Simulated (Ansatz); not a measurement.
## Lattice dynamics of MnRh (Pm-3m)

Wanted: phonon frequencies of MnRh (Pm-3m) and what follows from them.

Main program and level: Ansatz 0.2.0; DFT PBEsol, scalar-relativistic, plane waves, PAW; PAW set soft_1.

Most raw output is cut from this account.

In doubt: warnings of the run leave room for a lower electronic state (step 3), so energies may not be the lowest and differences between runs may mislead.

## Step 1: Set-up

It takes space group Pm-3m (No. 221, cubic). The conventional cell has a = 3.044 Å, b = 3.044 Å, c = 3.044 Å, α = 90.00°, β = 90.00°, γ = 90.00°. Nearest to Mn lie 8 Rh at 2.64 Å. Rh has 8 Mn at 2.64 Å nearest. Farther neighbours are not listed.

## Step 2: A magnetic order at the starting cell, 2 atoms

Phonons depend on the magnetic state, so simple orders are compared first, at the starting cell. This run starts ferromagnetic.

input.yaml reads:

```yaml
crystal:
  lattice:
    - [3.044, 0.0, 0.0]
    - [0.0, 3.044, 0.0]
    - [0.0, 0.0, 3.044]
  atoms:
    - { symbol: Mn, position: [0.0, 0.0, 0.0], spin: 4.0 }
    - { symbol: Rh, position: [0.5, 0.5, 0.5], spin: 1.0 }
kpoints:
  mp_grid: { grid: [10, 10, 10] }
hamiltonian:
  xc: pbesol
  pseudopotentials: { kind: paw, azcp: { folder: soft_1 }, xc_functional: pbe }
scf:
  occupations: { method: gaussian, width: 0.05 }
  max_iter: 100
output:
  forces: true
  stress: true
  eigenvalues: true
  populations: true
magnetization:
  spin_polarized: true
```

Command:

```bash
ansatz run input.yaml --threads 4 --pin off --max-ram 10240MiB --backend cpu --events-out ev --progress --plain --runs-dir out
```

Run time: 1.9 s. Hardware: 4 threads of Arm Neoverse V2, shared host; peak memory 0.34 GiB; 6.2 s of CPU time.

Numbers from this step:

| Item | Value |
| --- | --- |
| magnetization | 4.105 μB |
| absolute magnetization | 4.154 μB |
| site moments | 3.450, 0.5458 μB |
| pressure | -10.30 GPa |
| volume per atom | 14.10 Å³ |
| gap on the k-mesh | 0 eV |

The cell carries a net spin moment of 4.11 μB and an absolute one of 4.15 μB.

## Step 3: A magnetic order at the starting cell, 4 atoms

Phonons depend on the magnetic state, so simple orders are compared first, at the starting cell. This run starts antiferromagnetic, q = (0.5, 0.5, 0.5).

System of this step: MnRh (Pm-3m). The structure is cubic, space group Pm-3m (No. 221). Conventional cell: a = 3.044 Å, b = 3.044 Å, c = 3.044 Å, α = 90.00°, β = 90.00°, γ = 90.00°. Mn has 8 Rh at 2.64 Å nearest. Rh has 8 Mn at 2.64 Å nearest. Farther neighbours are not listed.

input.yaml, the sections that differ from step 2:

```yaml
crystal:
  lattice:
    - [3.044, 3.044, 0.0]
    - [3.044, 0.0, 3.044]
    - [3.044, 0.0, -3.044]
  atoms:
    - { symbol: Mn, position: [0.0, 0.0, 0.0], spin: 4.0 }
    - { symbol: Mn, position: [0.0, 0.5, 0.5], spin: -4.0 }
    - { symbol: Rh, position: [0.5, 0.25, 0.75], spin: 1.0 }
    - { symbol: Rh, position: [0.5, 0.75, 0.25], spin: -1.0 }
# kpoints, hamiltonian, scf, output, magnetization: as in step 2
```

Elapsed: 5 s, on 4 threads; peak memory 0.46 GiB.

The cell carries a net spin moment of 0.00 μB and an absolute one of 7.45 μB, so the moments cancel.

## Step 4: A magnetic order at the starting cell, 4 atoms (run 2)

Phonons depend on the magnetic state, so simple orders are compared first, at the starting cell. This run starts antiferromagnetic, q = (0, 0, 0.5).

input.yaml, the sections that differ from step 3:

```yaml
crystal:
  lattice:
    - [3.044, 0.0, 0.0]
    - [0.0, 3.044, 0.0]
    - [0.0, 0.0, 6.088]
  atoms:
    - { symbol: Mn, position: [0.0, 0.0, 0.0], spin: 4.0 }
    - { symbol: Mn, position: [0.0, 0.0, 0.5], spin: -4.0 }
    - { symbol: Rh, position: [0.5, 0.5, 0.25], spin: 1.0 }
    - { symbol: Rh, position: [0.5, 0.5, 0.75], spin: -1.0 }
kpoints:
  mp_grid: { grid: [10, 10, 6] }
# hamiltonian, scf, output, magnetization: as in step 3
```

The job ended after 16 s (4 threads; peak memory 0.59 GiB; 60 s of CPU time).

The cell carries a net spin moment of 0.00 μB and an absolute one of 7.64 μB, so the moments cancel.

## Step 5: A magnetic order at the starting cell, 4 atoms (run 3)

Phonons depend on the magnetic state, so simple orders are compared first, at the starting cell. This run starts antiferromagnetic, q = (0.5, 0.5, 0).

input.yaml, the sections that differ from step 4:

```yaml
crystal:
  lattice:
    - [0.0, 0.0, -3.044]
    - [-3.044, -3.044, 0.0]
    - [-3.044, 3.044, 0.0]
  atoms:
    - { symbol: Mn, position: [0.0, 0.5, 0.5], spin: -4.0 }
    - { symbol: Mn, position: [0.0, 0.0, 0.0], spin: 4.0 }
    - { symbol: Rh, position: [0.5, 0.0, 0.5], spin: -1.0 }
    - { symbol: Rh, position: [0.5, 0.5, 0.0], spin: 1.0 }
kpoints:
  mp_grid: { grid: [10, 8, 8] }
# hamiltonian, scf, output, magnetization: as in step 4
```

It took 9.9 s on 4 threads; peak memory 0.76 GiB; 37 s of CPU time.

The cell carries a net spin moment of 0.00 μB and an absolute one of 7.70 μB, so the moments cancel.

## Step 6: The orders compared

An antiferromagnetic start is carried into the relaxation if it ends more than 3 meV per atom below the ferromagnetic start.

Numbers from this step:

```
start carried on : ferromagnetic
```

Orders, by row:

```tsv
starting order	atoms	energy from the first start (meV/atom)	largest moment (μB)	gap on mesh (eV)	net moment of the cell (μB)	order kept
ferromagnetic	2	0	3.45	0	4.11	yes
antiferromagnetic, q = (0.5, 0.5, 0.5)	4	41.4	3.51	0	0	yes
antiferromagnetic, q = (0, 0, 0.5)	4	54	3.54	0	0	yes
antiferromagnetic, q = (0.5, 0.5, 0)	4	6.7	3.53	0	0	yes
```

The start carried on is the ferromagnetic one.

## Step 7: Rough relaxation

A rough relaxation comes first, because large forces or stress need no tight tolerances yet.

System of this step: MnRh (Pm-3m). The structure is cubic, space group Pm-3m (No. 221). The conventional cell has a = 3.044 Å, b = 3.044 Å, c = 3.044 Å, α = 90.00°, β = 90.00°, γ = 90.00°. Nearest to Mn lie 8 Rh at 2.64 Å. Nearest to Rh lie 8 Mn at 2.64 Å. Farther neighbours are not listed.

input.yaml, the sections that differ from step 5:

```yaml
crystal:
  lattice:
    - [3.044, 0.0, 0.0]
    - [0.0, 3.044, 0.0]
    - [0.0, 0.0, 3.044]
  atoms:
    - { symbol: Mn, position: [0.0, 0.0, 0.0], spin: 3.79 }
    - { symbol: Rh, position: [0.5, 0.5, 0.5], spin: 0.66 }
kpoints:
  mp_grid: { grid: [6, 6, 6] }
scf:
  occupations: { method: gaussian, width: 0.1 }
relax:
  adjacent_minimum: "off"
  f_tol: 0.05
  max_steps: 80
  cell: { stress_tol: 0.5 }
# hamiltonian, output, magnetization: as in step 5
```

The job ended after 3.2 s (4 threads; peak memory 0.29 GiB).

The steps of the relaxation:

```tsv
step	energy less that of the first step (eV)	largest force component (eV/Å)	pressure (GPa)	volume (Å³)
1	0.0000	0.0000	-10.19	28.21
2	-0.0471	0.0000	4.52	26.12
3	-0.0537	0.0000	-0.54	26.73
4	-0.0539	0.0000	0.00	26.66
5*	-0.0521	0.0000	0.01	26.66
```

Relaxation steps marked * repeat the geometry before them on a plane-wave basis chosen anew for their cell, so energy and pressure can jump there.

The run keeps the 48 symmetry operations that it works with, so distortions that break them were not tested.

```tsv
conventional cell, symmetrised	before	after	change
a (Å)	3.044	2.987	-1.9 %
b (Å)	3.044	2.987	-1.9 %
c (Å)	3.044	2.987	-1.9 %
volume (Å³/atom)	14.10	13.33	-5.5 %
```

The relaxed structure:

```xyz
2
Lattice="2.9874 0.0000 0.0000 0.0000 2.9874 0.0000 0.0000 0.0000 2.9874" Properties=species:S:1:pos:R:3 pbc="T T T"
Mn    0.0000    0.0000    0.0000
Rh    1.4937    1.4937    1.4937
```

This step gave:

```yaml
magnetization: 4.081 μB
absolute_magnetization: 4.137 μB
site_moments: 3.336, 0.6450 μB
pressure: 0.008914 GPa
volume_per_atom: 13.33 Å³
```

In this step the volume went from 14.10 to 13.33 Å³/atom.

## Step 8: Bringing the structure to rest

The cell and atoms are relaxed, since residual forces and stress would shift the frequencies.

input.yaml, the sections that differ from step 7:

```yaml
crystal:
  lattice:
    - [2.9874206884, 0.0, 0.0]
    - [0.0, 2.9874206884, 0.0]
    - [0.0, 0.0, 2.9874206884]
  atoms:
    - { symbol: Mn, position: [0.0, 0.0, 0.0], spin: 3.67 }
    - { symbol: Rh, position: [0.5, 0.5, 0.5], spin: 0.71 }
kpoints:
  mp_grid: { grid: [14, 14, 14] }
relax:
  adjacent_minimum: "off"
  f_tol: 0.005
  max_steps: 80
  cell: { stress_tol: 0.05 }
# hamiltonian, scf, output, magnetization: as in step 7
```

It took 7.4 s on 4 threads; peak memory 0.42 GiB.

Little changed from the start: no atom moved by 0.005 Å and no cell edge by 0.1 %.

Numbers from this step:

| Quantity | Value |
| --- | --- |
| magnetization | 4.046 μB |
| absolute magnetization | 4.088 μB |
| site moments | 3.352, 0.5729 μB |
| pressure | -0.01756 GPa |
| volume per atom | 13.34 Å³ |

In this step the volume went from 13.33 to 13.34 Å³/atom.

## Step 9: Relaxing to small forces for the phonons

Phonons need a cell at rest on their own settings, so the relaxation is repeated with tight tolerances on forces and stress on the k mesh and occupations of the first response run.

input.yaml, the sections that differ from step 8:

```yaml
crystal:
  lattice:
    - [2.987932882, 0.0, 0.0]
    - [0.0, 2.987932882, 0.0]
    - [0.0, 0.0, 2.987932882]
  atoms:
    - { symbol: Mn, position: [0.0, 0.0, 0.0], spin: 3.69 }
    - { symbol: Rh, position: [0.5, 0.5, 0.5], spin: 0.63 }
kpoints:
  mp_grid: { grid: [16, 16, 16] }
scf:
  occupations: { method: gaussian, width: 0.15 }
relax:
  adjacent_minimum: "off"
  f_tol: 0.001
  max_steps: 60
  cell: { stress_tol: 0.01 }
# hamiltonian, output, magnetization: as in step 8
```

Wall time 9.5 s (4 threads); peak memory 0.46 GiB.

Little changed from the start: no atom moved by 0.005 Å and no cell edge by 0.1 %.

Numbers from this step:

- magnetization: 4.043 μB
- absolute magnetization: 4.084 μB
- site moments: 3.350, 0.5706 μB
- pressure: 0.003575 GPa

The forces vanish by symmetry and the pressure is 0.004 GPa, within the tolerances set. The cell now holds 13.34 Å³/atom.

## Step 10: Zone-centre response

The zone centre comes first: it holds the modes that light can see, as far as symmetry allows. No field response is asked, since the mesh shows no gap.

input.yaml, the sections that differ from step 9:

```yaml
crystal:
  lattice:
    - [2.9878257174, 0.0, 0.0]
    - [0.0, 2.9878257174, 0.0]
    - [0.0, 0.0, 2.9878257174]
  atoms:
    - { symbol: Mn, position: [0.0, 0.0, 0.0], spin: 3.68 }
    - { symbol: Rh, position: [0.5, 0.5, 0.5], spin: 0.63 }
output:
  eigenvalues: true
  populations: true
phonons:
  method: dfpt
# kpoints, hamiltonian, scf, magnetization: as in step 9
# relax: removed
```

Elapsed: 30 s, on 4 threads; peak memory 1.3 GiB.

Numbers from this step:

```
sum-rule residual before enforcement                    : 1.39e-4 eV/Å²
point group                                             : m-3m
highest optical mode at the zone centre (no LO-TO term) : 232.6 cm⁻¹
lowest optical zone-centre mode                         : 232.6 cm⁻¹
```

Patterns of degenerate modes are one choice out of their space. The modes at Γ (shares of kinetic energy by element, %):

```tsv
mode	frequency (cm⁻¹)	symmetry	Mn %	Rh %
1	0.0	acoustic	35	65
2	0.0	acoustic	35	65
3	0.0	acoustic	35	65
4	232.6	T1u	65	35
5	232.6	T1u	65	35
6	232.6	T1u	65	35
```

Displacements in mode 6 (232.6 cm⁻¹), the largest set to 1:
```
Mn1  1.00  0.00  0.00
Rh2 -0.53  0.00  0.00
```

Before it was imposed, the acoustic sum rule was missed by 1.4e-4 eV/Å². Small misses are needed for a sound result but don't prove that mesh and cutoff are converged. The lowest optical mode is real, 233 cm⁻¹.

## Step 11: The dispersion

Stability and thermal properties need the whole zone. Linear response on a 4×4×4 q mesh gives force constants as far as a supercell of that size would.

Changes to input.yaml since step 10:

```diff
@@ -22 +22,8 @@
   method: dfpt
+  qmesh: [4, 4, 4]
+  temperatures: { t_max: 1000, t_step: 50 }
+  qpath:
+    path:
+      - [[0.0, 0.0, 0.0], [0.0, 0.5, 0.0], [0.5, 0.5, 0.0], [0.0, 0.0, 0.0], [0.5, 0.5, 0.5], [0.0, 0.5, 0.0]]
+      - [[0.5, 0.5, 0.5], [0.5, 0.5, 0.0]]
+    npoints: 10
```

Elapsed: 13 min, on 4 threads; peak memory 5.9 GiB; 51 min of CPU time.

Numbers from this step:

| Property | Result |
| --- | --- |
| sum-rule residual before enforcement | 1.53e-4 eV/Å² |
| lowest frequency on the path | 0 cm⁻¹ |
| highest frequency on the path or at a solved wavevector | 289.3 cm⁻¹ |
| mean frequency | 191.7 cm⁻¹ |
| Debye temperature (second moment) | 371 K |
| logarithmic mean frequency | 182.1 cm⁻¹ |
| lowest mode on the q mesh (acoustic modes at Γ apart) | 88.79 cm⁻¹ |
| zero-point energy per atom | 35.66 meV |
| heat capacity at 300 K | 23.14 J/(mol atoms K) |
| vibrational entropy at 300 K | 29.25 J/(mol atoms K) |

Frequencies (cm⁻¹) solved at each irreducible wavevector; negative means imaginary. Frequencies by wavevector, by row:

```tsv
q in reciprocal lattice units	star	mode 1	mode 2	mode 3	mode 4	mode 5	mode 6
0 0 0	1	0	0	0	232.6	232.6	232.6
0 0 0.25	6	92.6	92.6	131	225.5	225.5	268.3
0 0 -0.5	3	146.1	146.1	176	195.2	195.2	289.3
0 0.25 0.25	12	88.8	119.1	161.3	214.7	247.4	254.8
0 0.25 -0.5	12	141.8	152.1	157.9	201.9	248.4	275.9
0 -0.5 -0.5	3	133.7	133.7	164.5	201.6	274.2	274.2
0.25 0.25 0.25	8	129.9	129.9	164.4	244.6	244.6	244.9
0.25 0.25 -0.5	12	145.2	151.8	173.1	218.9	248.6	264.1
0.25 -0.5 -0.5	6	161.7	161.7	179.1	223	260.7	260.7
-0.5 -0.5 -0.5	1	194.2	194.2	194.2	236.5	236.5	236.5
```

Interpolated from a 4×4×4 q mesh. The phonon branches at the labelled points (cm⁻¹):

```tsv
point	branch 1	branch 2	branch 3	branch 4	branch 5	branch 6
Γ	0	0	0	233	233	233
halfway	93	93	131	226	226	268
X	146	146	176	195	195	289
halfway	142	152	158	202	248	276
M	134	134	164	202	274	274
halfway	89	119	161	215	247	255
Γ	0	0	0	233	233	233
halfway	130	130	164	245	245	245
R	194	194	194	236	236	236
halfway	145	152	173	219	249	264
X	146	146	176	195	195	289
jump to R	194	194	194	236	236	236
halfway	162	162	179	223	261	261
M	134	134	164	202	274	274
```

Tetrahedra on a 24×24×24 mesh, mean over bins of 5 cm-1. Interpolated from a 4×4×4 q mesh. The phonon density of states by wavenumber; read off at these points:

```tsv
wavenumber (cm⁻¹)	phonon density of states (1/cm⁻¹/cell)
2	0
18	1.4e-4
28	4.0e-4
42	0.00116
58	0.00256
72	0.00476
82	0.00648
98	0.00967
112	0.0143
122	0.0194
138	0.0392
152	0.0635
162	0.0978
168	0.0280
178	0.0122
192	0.0021
208	0.0332
218	0.0317
232	0.0425
248	0.0408
252	0.0504
262	0.0474
272	0.0391
288	0.00341
```

The partial phonon density of states has structure finer than the step of the table below, so its rows give means over 10 cm⁻¹, whole bins alone (the curve runs from -10 to 308 cm⁻¹). Peaks (cm⁻¹: height): Mn 139.9: 0.0101, 205.9: 0.0309, 231.9: 0.0335, 249.8: 0.0374; Rh 161.9: 0.0773, 249.8: 0.0126.

Phonopy on the run's constants, 19x19x19 mesh, Gaussian sigma 2.3 cm-1. Interpolated from a 4×4×4 q mesh. The partial phonon density of states by wavenumber; means over each step; values in 1/cm⁻¹/cell:

```tsv
wavenumber (cm⁻¹)	Mn	Rh
0	1.7e-5	2.5e-5
10	1.0e-6	1.0e-6
20	9.7e-5	1.8e-4
30	1.8e-4	3.5e-4
40	3.7e-4	7.3e-4
50	5.0e-4	1.0e-3
60	0.00112	0.00231
70	0.00137	0.00292
80	0.00180	0.00398
90	0.00256	0.00574
100	0.00309	0.00732
110	0.00360	0.00895
120	0.00524	0.0135
130	0.00759	0.0202
140	0.00955	0.0288
150	0.00860	0.0414
160	0.00858	0.0642
170	0.00264	0.0265
180	7.9e-4	0.00988
190	4.6e-4	0.00403
200	0.0141	7.9e-4
210	0.0285	0.00321
220	0.0268	0.00553
230	0.0306	0.00817
240	0.0263	0.00726
250	0.0338	0.0109
260	0.0357	0.0117
270	0.0319	0.00902
280	0.0118	0.00131
290	0.00213	5.2e-5
300	2.4e-6	0
```

Second derivatives of the energy by pair, one row for each kind of neighbour of each atom listed. Each entry sums the pair over the periodic images of the supercell that the q mesh stands for, and in a polar crystal it holds the long-range dipole part too. Force constants by pair, by row:

```tsv
atom	neighbour	distance (Å)	third of the trace (eV/Å²)	along the pair's line (eV/Å²)
Mn1	itself	0	10.28	–
Mn1	Rh	2.588	-0.9387	-2.784
Mn1	Mn	2.988	-0.1963	-1.171
Mn1	Mn	4.225	-0.059	-0.3755
Mn1	Rh	4.955	0.0094	0.0166
Mn1	Mn	5.175	-0.0917	-0.2927
Mn1	Mn	5.976	0.0045	-0.0307
Mn1	Rh	6.512	0.0022	0.0044
Mn1	Mn	6.681	-0.0068	-0.019
Rh2	itself	0	11	–
Rh2	Mn	2.588	-0.9387	-2.784
Rh2	Rh	2.988	-0.656	-1.287
Rh2	Rh	4.225	-0.0387	-0.0399
Rh2	Mn	4.955	0.0094	0.0166
Rh2	Rh	5.175	0.058	0.1272
Rh2	Rh	5.976	0.0509	0.009
Rh2	Mn	6.512	0.0022	0.0044
Rh2	Rh	6.681	4.00e-4	-0.0056
```

Harmonic thermodynamic functions per atom, from the density of states. Interpolated from a 4×4×4 q mesh. Thermodynamic functions, by row:

```tsv
T (K)	F_vib (meV/atom)	S (J/mol-atom/K)	C_V (J/mol-atom/K)
0	35.66	0	0
50	35.46	1.563	4.507
100	33.14	7.784	13.87
200	18.31	20.23	21.15
300	-7.57	29.25	23.14
400	-41.55	36.03	23.9
500	-81.78	41.41	24.27
600	-127.1	45.85	24.47
700	-176.6	49.63	24.59
800	-229.8	52.92	24.68
900	-286.2	55.83	24.73
1000	-345.4	58.44	24.77
```

Harmonic mean-square displacement, third of the trace. Interpolated from a 4×4×4 q mesh. Mean square displacements, by row:

```tsv
T (K)	Mn1 U_eq (Å²)	Rh2 U_eq (Å²)
0	0.00153	0.00111
100	0.00192	0.00156
300	0.00409	0.00374
600	0.00782	0.00729
```

Symmetry leaves 10 wavevectors to solve. The lowest mode among them, the acoustic zeros apart, lies at q = (0, 0.25, 0.25) and is real, 88.8 cm⁻¹.

## Step 12: What came out

```
space group after relaxation (within 0.01 Å)            : Pm-3m
volume per atom                                         : 13.3 Å³
electronic character                                    : no gap on this mesh
highest optical mode at the zone centre (no LO-TO term) : 233 cm⁻¹
lowest optical zone-centre mode                         : 233 cm⁻¹
lowest mode on the q mesh (acoustic modes at Γ apart)   : 88.8 cm⁻¹
highest frequency on the path or at a solved wavevector : 289 cm⁻¹
zero-point energy per atom                              : 35.7 meV
heat capacity at 300 K                                  : 23.1 J/(mol atoms K)
vibrational entropy at 300 K                            : 29.3 J/(mol atoms K)
Debye temperature (second moment)                       : 371 K
imaginary modes on the 4×4×4 q mesh                     : none
net magnetic moment of the cell as run                  : 4.04 μB
```

What this shows: The structure is a minimum as far as tested: no mode is imaginary at the 10 irreducible wavevectors of the 4×4×4 mesh, and the softest away from the acoustic zeros lies at 89 cm⁻¹. The optical modes at Γ form one degenerate level at 233 cm⁻¹. The highest mode in this list at Γ, 232.6 cm⁻¹, has its largest share on Mn (65 % of the kinetic energy). The magnetic state is the one that the run reached from its starting moments; a lower one was not ruled out. With no gap, or one that is small against the smearing, the frequencies hang on the k mesh and the smearing, most of all near Kohn anomalies. The PAW files were made for PBE and serve the other functionals too. These are harmonic frequencies at zero temperature: anharmonic shifts, linewidths and thermal expansion are left out.

[Logs are printed without paths, hosts, clocks, repeated set-up lines and the standing remarks that a program may print on its own settings, such as how far it seeks lower states.]

[Hosts, paths, dates, database ids (printed as entryN), source tags and the programs' standing remarks are cut or masked in the printed files.]
